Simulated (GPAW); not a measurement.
# A Rh chain with a Cl atom on top of one atom: converging a transmission, part 3 of 5

Aim: the cheapest settings that leave the conductance of a Rh chain with a Cl atom on top of one atom unchanged.

GPAW 26.7.0; GPAW LCAO, PAW setups; Landauer transmission from Green's functions with principal layers (ASE), zero bias.

So far, conductance (G₀): step 2 (the reference run) 3.16; step 3 (width of the vacuum box) 3.15; step 4 (varying the width of the vacuum box, box 6 Å) 3.16. Also open channels of the lead at the Fermi level (one spin): step 3 4.

### 7. Varying the width of the vacuum box, box 13 × 13 Å

The cell differs from the one that the last finished run ended in (a 11.000 → 13.000 Å, b 11.000 → 13.000 Å).

run.py reads:

```python
import json
import numpy as np
from ase import Atoms
from ase.transport.calculators import TransportCalculator
from gpaw import GPAW, FermiDirac
from gpaw.lcao.tools import get_lcao_hamiltonian
from scipy.linalg import eigh

# The junction with lead layers at both ends, along the third cell vector
device = Atoms(
    ['Rh', 'Rh', 'Rh', 'Rh', 'Rh', 'Rh', 'Rh', 'Rh', 'Cl', 'Rh', 'Rh', 'Rh', 'Rh', 'Rh', 'Rh', 'Rh'],
    positions=[
        [6.50000, 6.50000, 1.15000],
        [6.50000, 6.50000, 3.45000],
        [6.50000, 6.50000, 5.75000],
        [6.50000, 6.50000, 8.05000],
        [6.50000, 6.50000, 10.35000],
        [6.50000, 6.50000, 12.65000],
        [6.50000, 6.50000, 14.95000],
        [6.50000, 6.50000, 17.25000],
        [8.44080, 6.50000, 17.25000],
        [6.50000, 6.50000, 19.55000],
        [6.50000, 6.50000, 21.85000],
        [6.50000, 6.50000, 24.15000],
        [6.50000, 6.50000, 26.45000],
        [6.50000, 6.50000, 28.75000],
        [6.50000, 6.50000, 31.05000],
        [6.50000, 6.50000, 33.35000]],
    cell=[[13.0, 0.0, 0.0], [0.0, 13.0, 0.0], [0.0, 0.0, 34.5]],
    pbc=True)

# One principal layer of the lead: the first 5 atoms of the device
lead = Atoms(
    ['Rh', 'Rh', 'Rh', 'Rh', 'Rh'],
    positions=[
        [6.50000, 6.50000, 1.15000],
        [6.50000, 6.50000, 3.45000],
        [6.50000, 6.50000, 5.75000],
        [6.50000, 6.50000, 8.05000],
        [6.50000, 6.50000, 10.35000]],
    cell=[[13.0, 0.0, 0.0], [0.0, 13.0, 0.0], [0.0, 0.0, 11.5]],
    pbc=True)

settings = dict(mode='lcao', basis='dzp', xc='PBE', h=0.2,
                occupations=FermiDirac(0.1), maxiter=250,
                mixer=dict(beta=0.1, nmaxold=8, weight=100.0),
                convergence=dict(density=0.0001))
energies = np.arange(-3, 3 + 1e-9, 0.075)
eta = 0.0001
n1, n2 = 1, 1
# k and -k transmit alike, so half of the mesh across the current serves
mesh = [(i, j) for i in range(n1) for j in range(n2) if (i, j) <= (-i % n1, -j % n2)]
weights = np.array([1 if (i, j) == (-i % n1, -j % n2) else 2 for i, j in mesh]) / (n1 * n2)


def ground_state(atoms, size, txt):
    atoms.calc = GPAW(kpts={'size': size, 'gamma': True}, symmetry={'tolerance': 1e-3}, txt=txt, **settings)
    atoms.get_potential_energy()
    return atoms.calc.get_fermi_level()


def blocks(atoms, fermi, points, nz, cells):
    """H - E_F S and S between cell 0 and the cells above it, at each point across the current."""
    kz = np.arange(nz) / nz
    calc = atoms.calc.fixed_density(kpts=[(*k, z) for k in points for z in kz], symmetry='off', txt=None)
    H, S = get_lcao_hamiltonian(calc)
    H = (H - fermi * S).reshape(len(H), len(points), nz, *S.shape[1:])
    S = S.reshape(H.shape[1:])
    phases = [np.exp(-2j * np.pi * kz * R) / nz for R in cells]
    return [(np.einsum('skzij,z->ksij', H, p), np.einsum('kzij,z->kij', S, p)) for p in phases]


def pair(a, b):
    return np.block([[a, b], [b.T.conj(), a]])


def count_channels(h, s, cells, nk=240):
    """Half the number of times that the lead's bands cross each energy, unfolded to its shortest repeat."""
    b = len(h) // cells
    bands = []
    for k in (np.arange(nk + 1) + 0.5) / nk:
        hk, sk = h[:b, :b].copy(), s[:b, :b].copy()
        for R in range(1, cells):
            phase, block = np.exp(2j * np.pi * k * R), slice(R * b, (R + 1) * b)
            hk += h[:b, block] * phase + (h[:b, block] * phase).T.conj()
            sk += s[:b, block] * phase + (s[:b, block] * phase).T.conj()
        bands.append(eigh(hk, sk, eigvals_only=True))
    below = np.array(bands)[:, :, None] < energies
    return (below[1:] != below[:-1]).sum((0, 1)) / 2


fermi_lead = ground_state(lead, (1, 1, 10), 'lead.txt')
fermi_device = ground_state(device, (1, 1, 3), 'device.txt')
T, channels, eigen, tail, misfit, shifts = [], [], [], 0.0, 0.0, []
for first in range(0, len(mesh), 434):
    points = [(i / n1, j / n2) for i, j in mesh[first:first + 434]]
    (H0k, S0k), (H1k, S1k), (H2k, _) = blocks(lead, fermi_lead, points, 5, range(3))
    [(Hk, Sk)] = blocks(device, fermi_device, points, 2, [0])
    tail = max(tail, abs(H2k).max())
    for H0, S0, H1, S1, H, S in zip(H0k, S0k, H1k, S1k, Hk, Sk):
        n = len(S0)
        # Shift the lead onto the potential of the device's first layer
        shift = ((H[:, 0, 0] - H0[:, 0, 0]) / S0[0, 0]).real.mean()
        shifts.append(shift)
        misfit = max(misfit, abs(H[:, :n, :n] - H0 - shift * S0).max())
        Tk, Ck, Ek = [], [], []
        for s in range(len(H)):
            t = s % len(H0)  # a lead without moments serves both spins
            h1, s1 = pair(H0[t] + shift * S0, H1[t] + shift * S1), pair(S0, S1)
            leads = dict(h1=h1, s1=s1, energies=energies, eta=eta, eta1=eta, eta2=eta)
            calc = TransportCalculator(h=H[s], s=S, eigenchannels=0, **leads)
            Tk.append(calc.get_transmission())
            Ck.append(count_channels(h1, s1, 10))
        T.append(Tk)
        channels.append(Ck)
        eigen.append(Ek)
T, channels = np.array(T), np.array(channels)
mean, open_channels = np.einsum('kse,k->se', T, weights), np.einsum('kse,k->se', channels, weights)

print(f'basis functions: device {len(S)}, principal layer {n}')
print(f'Fermi level: lead {fermi_lead:.4f} eV, device {fermi_device:.4f} eV; lead shifted by {np.mean(shifts):.4f} eV')
print(f'largest coupling past the next layer {tail:.2e} eV, largest misfit of the first layer {misfit:.3f} eV')
print('  E-E_F (eV)   ' + 'T (one spin)  channels')
for e, t, c in zip(energies, mean.T, open_channels.T):
    print(f'{e:10.3f}  ', *[f'{x:11.4e}' for x in t], *[f'{x:9.4f}' for x in c])

kT = 8.617333e-5 * 300
fine = np.linspace(energies[0], energies[-1], 4001)
both = np.exp(np.interp(fine, energies, np.log(np.maximum(mean.sum(0) * 2 / len(mean), 1e-30))))
fermi = lambda mu: 1 / (1 + np.exp(np.clip((fine - mu) / kT, -200, 200)))
slope = fermi(0) * (1 - fermi(0)) / kT
G = np.trapezoid(both * slope, fine) / 2
seebeck = -np.trapezoid(both * slope * fine, fine) / (2 * G * 300) * 1e6
print(f'conductance at 300 K: {G:.5g} G0 a cell; thermopower {seebeck:.4g} uV/K')
bias = [0.1, 0.2, 0.5, 1.0, 1.5, 2.0]
current = [38.74 * np.trapezoid(both * (fermi(V / 2) - fermi(-V / 2)), fine) for V in bias]
for V, I in zip(bias, current):
    print(f'current from the zero-bias T(E) at {V} V: {I:.5g} uA')
zero = abs(energies).argmin()
json.dump(dict(energies=energies.tolist(), T=mean.tolist(), channels=open_channels.tolist(), G=G, seebeck=seebeck,
               bias=bias, current=current, tail=tail, misfit=misfit, shift=np.mean(shifts), n_device=len(S), n_lead=n,
               fermi=[fermi_lead, fermi_device], energy=device.get_potential_energy(),
               moments=device.get_magnetic_moments().tolist(), mesh=mesh, weights=weights.tolist(),
               T_k=T[:, :, zero].tolist(), eigen=np.array(eigen[0]).tolist()), open('result.json', 'w'))
```

The run is started by

```
$ OMP_NUM_THREADS=1 OPENBLAS_NUM_THREADS=2 python run.py
```

What it wrote:

```text
basis functions: device 418, principal layer 135
Fermi level: lead -4.3730 eV, device -4.3359 eV; lead shifted by 0.0010 eV
largest coupling past the next layer 2.07e-04 eV, largest misfit of the first layer 0.044 eV
  E-E_F (eV)   T (one spin)  [channel counts left out]
    -3.000    2.0015e+00
    -2.925    1.9988e+00
    -2.850    1.9965e+00
[...]
2.925    1.3569e+00
     3.000    1.5520e+00
conductance at 300 K: 3.1638 G0 a cell; thermopower 9.9 uV/K
current from the zero-bias T(E) at 0.1 V: 24.738 uA
current from the zero-bias T(E) at 0.2 V: 50.445 uA
current from the zero-bias T(E) at 0.5 V: 132.42 uA
current from the zero-bias T(E) at 1.0 V: 271.61 uA
current from the zero-bias T(E) at 1.5 V: 402.68 uA
current from the zero-bias T(E) at 2.0 V: 516.55 uA
```

The job ended after 5.9 min (2 threads of Intel Xeon Platinum 8259CL at 2.50GHz (Skylake/Cascade Lake), shared host; peak memory 2.2 GiB).

The conductance equals that of the base run to 0.2 %.

### 8. Convergence in the width of the vacuum box

The runs and the base run on one axis.

This step: convergence of the conductance (GPAW 26.7.0).

Conductance against width of the vacuum box:

```
width of the vacuum box (Å)  conductance (G₀)
                       5.00              3.15
                       6.00              3.16
                       7.50              3.16
                       9.00              3.16
                      11.00              3.16
                      13.00              3.16
```

### 9. Varying the energy step: de = 0.2

The thermal integrals interpolate T(E), so the step must resolve what lies within a few kT of the Fermi level.

This step: GPAW LCAO, PAW setups; Landauer transmission from Green's functions with principal layers (ASE), zero bias (GPAW 26.7.0).

Changes to run.py since step 7:

```diff
@@ -12,19 +12,19 @@
     positions=[
-        [6.50000, 6.50000, 1.15000],
-        [6.50000, 6.50000, 3.45000],
-        [6.50000, 6.50000, 5.75000],
-        [6.50000, 6.50000, 8.05000],
-        [6.50000, 6.50000, 10.35000],
-        [6.50000, 6.50000, 12.65000],
-        [6.50000, 6.50000, 14.95000],
-        [6.50000, 6.50000, 17.25000],
-        [8.44080, 6.50000, 17.25000],
-        [6.50000, 6.50000, 19.55000],
-        [6.50000, 6.50000, 21.85000],
-        [6.50000, 6.50000, 24.15000],
-        [6.50000, 6.50000, 26.45000],
-        [6.50000, 6.50000, 28.75000],
-        [6.50000, 6.50000, 31.05000],
-        [6.50000, 6.50000, 33.35000]],
-    cell=[[13.0, 0.0, 0.0], [0.0, 13.0, 0.0], [0.0, 0.0, 34.5]],
+        [4.50000, 4.50000, 1.15000],
+        [4.50000, 4.50000, 3.45000],
+        [4.50000, 4.50000, 5.75000],
+        [4.50000, 4.50000, 8.05000],
+        [4.50000, 4.50000, 10.35000],
+        [4.50000, 4.50000, 12.65000],
+        [4.50000, 4.50000, 14.95000],
+        [4.50000, 4.50000, 17.25000],
+        [6.44080, 4.50000, 17.25000],
+        [4.50000, 4.50000, 19.55000],
+        [4.50000, 4.50000, 21.85000],
+        [4.50000, 4.50000, 24.15000],
+        [4.50000, 4.50000, 26.45000],
+        [4.50000, 4.50000, 28.75000],
+        [4.50000, 4.50000, 31.05000],
+        [4.50000, 4.50000, 33.35000]],
+    cell=[[9.0, 0.0, 0.0], [0.0, 9.0, 0.0], [0.0, 0.0, 34.5]],
     pbc=True)
@@ -35,8 +35,8 @@
     positions=[
-        [6.50000, 6.50000, 1.15000],
-        [6.50000, 6.50000, 3.45000],
-        [6.50000, 6.50000, 5.75000],
-        [6.50000, 6.50000, 8.05000],
-        [6.50000, 6.50000, 10.35000]],
-    cell=[[13.0, 0.0, 0.0], [0.0, 13.0, 0.0], [0.0, 0.0, 11.5]],
+        [4.50000, 4.50000, 1.15000],
+        [4.50000, 4.50000, 3.45000],
+        [4.50000, 4.50000, 5.75000],
+        [4.50000, 4.50000, 8.05000],
+        [4.50000, 4.50000, 10.35000]],
+    cell=[[9.0, 0.0, 0.0], [0.0, 9.0, 0.0], [0.0, 0.0, 11.5]],
     pbc=True)
@@ -47,3 +47,3 @@
                 convergence=dict(density=0.0001))
-energies = np.arange(-3, 3 + 1e-9, 0.075)
+energies = np.arange(-3, 3 + 1e-9, 0.2)
 eta = 0.0001
```

What it wrote:

```text
basis functions: device 418, principal layer 135
Fermi level: lead -3.7264 eV, device -3.6521 eV; lead shifted by 0.0012 eV
largest coupling past the next layer 2.07e-04 eV, largest misfit of the first layer 0.044 eV
  E-E_F (eV)   T (one spin)  channels
    -3.000    2.0020e+00    3.0000
    -2.800    1.9948e+00    3.0000
    -2.600    1.9803e+00    3.0000
    -2.400    1.9737e+00    3.0000
    -2.200    2.0293e+00    3.0000
    -2.000    2.2454e+00    3.0000
    -1.800    2.5980e+00    3.0000
    -1.600    2.8441e+00    3.0000
    -1.400    2.9437e+00    3.0000
    -1.200    2.9369e+00    3.0000
    -1.000    3.0680e+00    5.0000
    -0.800    3.6867e+00    6.0000
    -0.600    3.9656e+00    6.0000
    -0.400    4.3177e+00    6.0000
    -0.200    4.2446e+00    6.0000
     0.000    3.0180e+00    4.0000
[...]
1.600    1.5358e-01    1.0000
     1.800   -9.9512e-06    1.0000
     2.000    4.9355e-01    1.0000
     2.200    9.4983e-01    1.0000
     2.400    9.9889e-01    1.0000
     2.600    9.8430e-01    1.0000
     2.800    9.6405e-01    1.0000
     3.000    1.3787e+00    3.0000
conductance at 300 K: 3.1099 G0 a cell; thermopower 6.855 uV/K
current from the zero-bias T(E) at 0.1 V: 24.25 uA
current from the zero-bias T(E) at 0.2 V: 49.243 uA
current from the zero-bias T(E) at 0.5 V: 130.02 uA
current from the zero-bias T(E) at 1.0 V: 268.88 uA
current from the zero-bias T(E) at 1.5 V: 399.71 uA
current from the zero-bias T(E) at 2.0 V: 512.39 uA
```

Run time: 4.9 min. Hardware: 2 threads; peak memory 1.4 GiB.

Numbers from this step:

```yaml
conductance: 3.110 G₀
largest_misfit_of_the_first_principal_layer: 0.04400 eV
shift_that_aligns_the_lead: 0.001172 eV
transmission_at_the_fermi_level_one_spin: 3.018
```

One spin. Transmission, zone mean against energy, zero at the Fermi level:

energy (eV), transmission, zone mean and a bar from the least value:
```
    -3.00       2.00 ##############
    -2.80       1.99 ##############
    -2.60       1.98 ##############
    -2.40       1.97 ##############
    -2.20       2.03 ##############
    -2.00       2.25 ################
    -1.80       2.60 ##################
    -1.60       2.84 ####################
    -1.40       2.94 ####################
    -1.20       2.94 ####################
    -1.00       3.07 #####################
    -0.80       3.69 ##########################
    -0.60       3.97 ############################
    -0.40       4.32 ##############################
    -0.20       4.24 #############################
     0.00       3.02 #####################
     0.20       2.96 #####################
     0.40       2.91 ####################
     0.60       2.85 ####################
     0.80       2.70 ###################
     1.00       2.00 ##############
     1.20       0.38 ###
     1.40       0.29 ##
     1.60       0.15 #
     1.80       0.00 
     2.00       0.49 ###
     2.20       0.95 #######
     2.40       1.00 #######
     2.60       0.98 #######
     2.80       0.96 #######
     3.00       1.38 ##########
```

Crossings of the lead's bands, unfolded to its shortest repeat. Open channels, zone mean against energy, zero at the Fermi level:

```
energy (eV)  open channels, zone mean
      -3.00                         3
      -2.80                         3
      -2.60                         3
      -2.40                         3
      -2.20                         3
      -2.00                         3
      -1.80                         3
      -1.60                         3
      -1.40                         3
      -1.20                         3
      -1.00                         5
      -0.80                         6
      -0.60                         6
      -0.40                         6
      -0.20                         6
       0.00                         4
       0.20                         4
       0.40                         4
       0.60                         4
       0.80                         4
       1.00                         3
       1.20                         1
       1.40                         1
       1.60                         1
       1.80                         1
       2.00                         1
       2.20                         1
       2.40                         1
       2.60                         1
       2.80                         1
       3.00                         3
```

Not self-consistent under bias; the bias window is split evenly. The current through one cell, from the zero-bias transmission by bias:

```
bias (V)  current through one cell, from the zero-bias transmission (mA)
   0.100                                                          0.0243
   0.200                                                          0.0492
   0.500                                                           0.130
   1.000                                                           0.269
   1.500                                                           0.400
   2.000                                                           0.512
```

The conductance, 3.11 G₀, lies 1.6 % below that of the base run.

### 10. Energy step: de = 0.1

Changes to run.py since step 9:

```diff
@@ -47,3 +47,3 @@
                 convergence=dict(density=0.0001))
-energies = np.arange(-3, 3 + 1e-9, 0.2)
+energies = np.arange(-3, 3 + 1e-9, 0.1)
 eta = 0.0001
```

What it wrote:

```text
basis functions: device 418, principal layer 135
Fermi level: lead -3.7264 eV, device -3.6521 eV; lead shifted by 0.0012 eV
largest coupling past the next layer 2.07e-04 eV, largest misfit of the first layer 0.044 eV
  E-E_F (eV)   T (one spin)  channels
    -3.000    2.0020e+00    3.0000
    -2.900    1.9985e+00    3.0000
    -2.800    1.9948e+00    3.0000
    -2.700    1.9886e+00    3.0000
    -2.600    1.9803e+00    3.0000
    -2.500    1.9736e+00    3.0000
    -2.400    1.9737e+00    3.0000
    -2.300    1.9884e+00    3.0000
    -2.200    2.0293e+00    3.0000
    -2.100    2.1115e+00    3.0000
    -2.000    2.2454e+00    3.0000
    -1.900    2.4198e+00    3.0000
    -1.800    2.5980e+00    3.0000
    -1.700    2.7435e+00    3.0000
    -1.600    2.8441e+00    3.0000
    -1.500    2.9069e+00    3.0000
[...]
2.300    9.9247e-01    1.0000
     2.400    9.9889e-01    1.0000
     2.500    9.9334e-01    1.0000
     2.600    9.8430e-01    1.0000
     2.700    9.7443e-01    1.0000
     2.800    9.6405e-01    1.0000
     2.900    9.5100e-01    1.0000
     3.000    1.3787e+00    3.0000
conductance at 300 K: 3.1521 G0 a cell; thermopower 9.403 uV/K
current from the zero-bias T(E) at 0.1 V: 24.639 uA
current from the zero-bias T(E) at 0.2 V: 50.251 uA
current from the zero-bias T(E) at 0.5 V: 132.06 uA
current from the zero-bias T(E) at 1.0 V: 271.29 uA
current from the zero-bias T(E) at 1.5 V: 402.47 uA
current from the zero-bias T(E) at 2.0 V: 516.2 uA
```

Elapsed: 5.4 min, on 2 threads; peak memory 1.4 GiB.

This step gave:

| Quantity | Value |
| --- | --- |
| conductance | 3.152 G₀ |

One spin. The transmission, zone mean by energy, zero at the Fermi level:

```
energy (eV)  transmission, zone mean
      -3.00                     2.00
      -2.80                     1.99
      -2.70                     1.99
      -2.50                     1.97
      -2.40                     1.97
      -2.20                     2.03
      -2.00                     2.25
      -1.90                     2.42
      -1.70                     2.74
      -1.50                     2.91
      -1.40                     2.94
      -1.20                     2.94
      -1.10                     3.04
      -0.90                     3.46
      -0.70                     3.77
      -0.60                     3.97
      -0.40                     4.32
      -0.20                     4.24
      -0.10                     3.86
       0.00                     3.02
       0.10                     2.99
       0.20                     2.96
       0.40                     2.91
       0.60                     2.85
       0.70                     2.80
       0.90                     2.43
       1.10                    0.424
       1.20                    0.381
       1.40                    0.291
       1.50                    0.232
       1.70                   0.0601
       1.90                    0.125
       2.00                    0.494
       2.20                    0.950
       2.40                    0.999
       2.50                    0.993
       2.70                    0.974
       2.80                    0.964
       3.00                     1.38
```

Crossings of the lead's bands, unfolded to its shortest repeat. Table of open channels, zone mean by energy, zero at the Fermi level:

```
energy (eV)  open channels, zone mean
      -3.00                         3
      -2.80                         3
      -2.70                         3
      -2.50                         3
      -2.40                         3
      -2.20                         3
      -2.00                         3
      -1.90                         3
      -1.70                         3
      -1.50                         3
      -1.40                         3
      -1.20                         3
      -1.10                         5
      -0.90                         6
      -0.70                         6
      -0.60                         6
      -0.40                         6
      -0.20                         6
      -0.10                         6
       0.00                         4
       0.10                         4
       0.20                         4
       0.40                         4
       0.60                         4
       0.70                         4
       0.90                         4
       1.10                         1
       1.20                         1
       1.40                         1
       1.50                         1
       1.70                         1
       1.90                         1
       2.00                         1
       2.20                         1
       2.40                         1
       2.50                         1
       2.70                         1
       2.80                         1
       3.00                         3
```

Not self-consistent under bias; the bias window is split evenly. The current through one cell, from the zero-bias transmission by bias:

```
bias (V)  current through one cell, from the zero-bias transmission (mA)
   0.100                                                          0.0246
   0.200                                                          0.0503
   0.500                                                           0.132
   1.000                                                           0.271
   1.500                                                           0.402
   2.000                                                           0.516
```

The conductance, 3.15 G₀, lies 0.3 % below that of the base run.

(Part 3 of 5 ends here.)

[Logs are printed without paths, hosts, clocks, repeated set-up lines and the standing remarks that a program may print on its own settings, such as how far it seeks lower states.]

[Hosts, paths, dates, database ids (printed as entryN), source tags and the programs' standing remarks are cut or masked in the printed files.]
